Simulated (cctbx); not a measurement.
**Diagnosing a refinement**

Cell a = 7.9620 Å, b = 10.7590 Å, c = 11.3606 Å, α = 116.55°, β = 110.11°, γ = 91.52°; space group P-1 (no. 2).

The data are simulated with cctbx, not measured: Ag Kα, λ = 0.56087 Å, to d = 0.6 Å, 95 % of the full sphere, strongest reflection 70000 counts, noise from counting, a 4 % proportional error and a noise floor of 2 counts (s.d.); no absorption.

An anisotropic refinement with weights 1/σ² prints:

```text
Rint 0.027, 7708 unique reflections to 0.60 A
cycle     R1     wR2    GooF  max shift (A)
   1  0.0342  0.0925   1.713   0.00065
   2  0.0342  0.0922   1.707   0.00000
final R1 0.0342 wR2 0.0922 GooF 1.707  parameters 126  data/parameter 61.2
atom        x        y        z      Ueq    occ   su(xyz)  su(Uiso or U11)
Ta1    0.94442  0.50571  0.63642   0.0036  1.000  0.00003  0.0001
Ta2    0.05001  0.36111  0.86659   0.0040  1.000  0.00003  0.0001
Ta3    0.87308  0.12481  0.49281   0.0047  1.000  0.00003  0.0001
Te1    0.70981  0.33126  0.67151   0.0047  1.000  0.00005  0.0001
Te2    0.20421  0.34355  0.67027   0.0051  1.000  0.00005  0.0001
Te3    0.79551  0.29033  0.34123   0.0040  1.000  0.00005  0.0001
Te4    0.30523  0.29730  0.34841   0.0043  1.000  0.00005  0.0001
Te5    0.10163  0.65323  0.94647   0.0054  1.000  0.00005  0.0001
Te6    0.59597  0.65819  0.94918   0.0049  1.000  0.00005  0.0001
Te7    0.97648  0.04922  0.70444   0.0049  1.000  0.00005  0.0001
Te8    0.47777  0.04940  0.71007   0.0053  1.000  0.00005  0.0001
Zr1    0.44729  0.50763  0.63821   0.0050  1.000  0.00006  0.0002
Zr2    0.56881  0.36996  0.87666   0.0057  1.000  0.00006  0.0002
Zr3    0.36794  0.11999  0.48797   0.0050  1.000  0.00006  0.0002
difference map: max 52.75 min -1.80 rms 0.65
Q1    0.5000  0.0000  0.0000    1   52.75  3.51 A from Te8
Q2    0.0661  0.5053  0.3791    2    2.18  0.15 A from Ta1
Q3    0.0559  0.3470  0.8559    2    2.14  0.17 A from Ta2
Q4    0.4016  0.9916  0.0194    2    2.07  3.13 A from Te8
Q5    0.4628  0.0417  0.9439    2    1.97  2.74 A from Te8
Q6    0.1143  0.8834  0.4998    2    1.93  0.16 A from Ta3
```

**Question.** Can this result stand? If not, what is the likely fault?

Mend it. The fault: an atom left out, Na at (1/2, 0, 0). Against the right model at the same level, R1 goes from 0.0191 to 0.0342 and GooF from 0.94 to 1.71 and the top difference peak, 52.8 e/Å³, lies 3.51 Å from Te8. Q1 is the missing atom. With scattering power missing, scale and phases suffer, so peaks may also grow on the heavy atoms.

The compound is NaZr6Ta6Te16. The right model at the same level gives:

```text
Rint 0.027, 7708 unique reflections to 0.60 A
cycle     R1     wR2    GooF  max shift (A)
   1  0.0192  0.0508   0.941   0.00007
   2  0.0191  0.0505   0.936   0.00000
final R1 0.0191 wR2 0.0505 GooF 0.936  parameters 132  data/parameter 58.4
atom        x        y        z      Ueq    occ   su(xyz)  su(Uiso or U11)
Ta1    0.94440  0.50570  0.63641   0.0037  1.000  0.00002  0.0000
Ta2    0.05001  0.36110  0.86660   0.0041  1.000  0.00002  0.0000
Ta3    0.87310  0.12480  0.49280   0.0048  1.000  0.00002  0.0000
Te1    0.70980  0.33123  0.67151   0.0049  1.000  0.00003  0.0001
Te2    0.20421  0.34358  0.67028   0.0052  1.000  0.00003  0.0001
Te3    0.79550  0.29031  0.34121   0.0041  1.000  0.00003  0.0001
Te4    0.30523  0.29730  0.34840   0.0045  1.000  0.00003  0.0001
Te5    0.10162  0.65322  0.94647   0.0056  1.000  0.00003  0.0001
Te6    0.59597  0.65821  0.94920   0.0051  1.000  0.00003  0.0001
Te7    0.97649  0.04923  0.70443   0.0050  1.000  0.00003  0.0001
Te8    0.47779  0.04941  0.71009   0.0054  1.000  0.00003  0.0001
Zr1    0.44731  0.50762  0.63819   0.0052  1.000  0.00003  0.0001
Zr2    0.56889  0.37001  0.87671   0.0059  1.000  0.00004  0.0001
Zr3    0.36794  0.11998  0.48798   0.0052  1.000  0.00003  0.0001
Na1    0.50000  0.00000  0.00000   0.0087  1.000  0.00000  0.0008
difference map: max 1.74 min -1.65 rms 0.40
Q1    0.3186  0.8219  0.4404    2    1.77  1.51 A from Te1
Q2    0.2556  0.8537  0.7795    2    1.70  1.46 A from Te3
Q3    0.2167  0.4803  0.1771    2    1.66  1.88 A from Te1
Q4    0.1655  0.6721  0.0339    2    1.64  0.87 A from Te5
Q5    0.1903  0.1536  0.9852    2    1.58  2.27 A from Te6
Q6    0.4598  0.6583  0.1809    2    1.57  0.54 A from Zr2
```

This is a model crystal, built by substitution and not relaxed, with assumed displacement parameters.

[Middle refinement cycles are left out of these outputs.]

[Logs are printed without paths, hosts, clocks, repeated set-up lines and the standing remarks that a program may print on its own settings, such as how far it seeks lower states.]
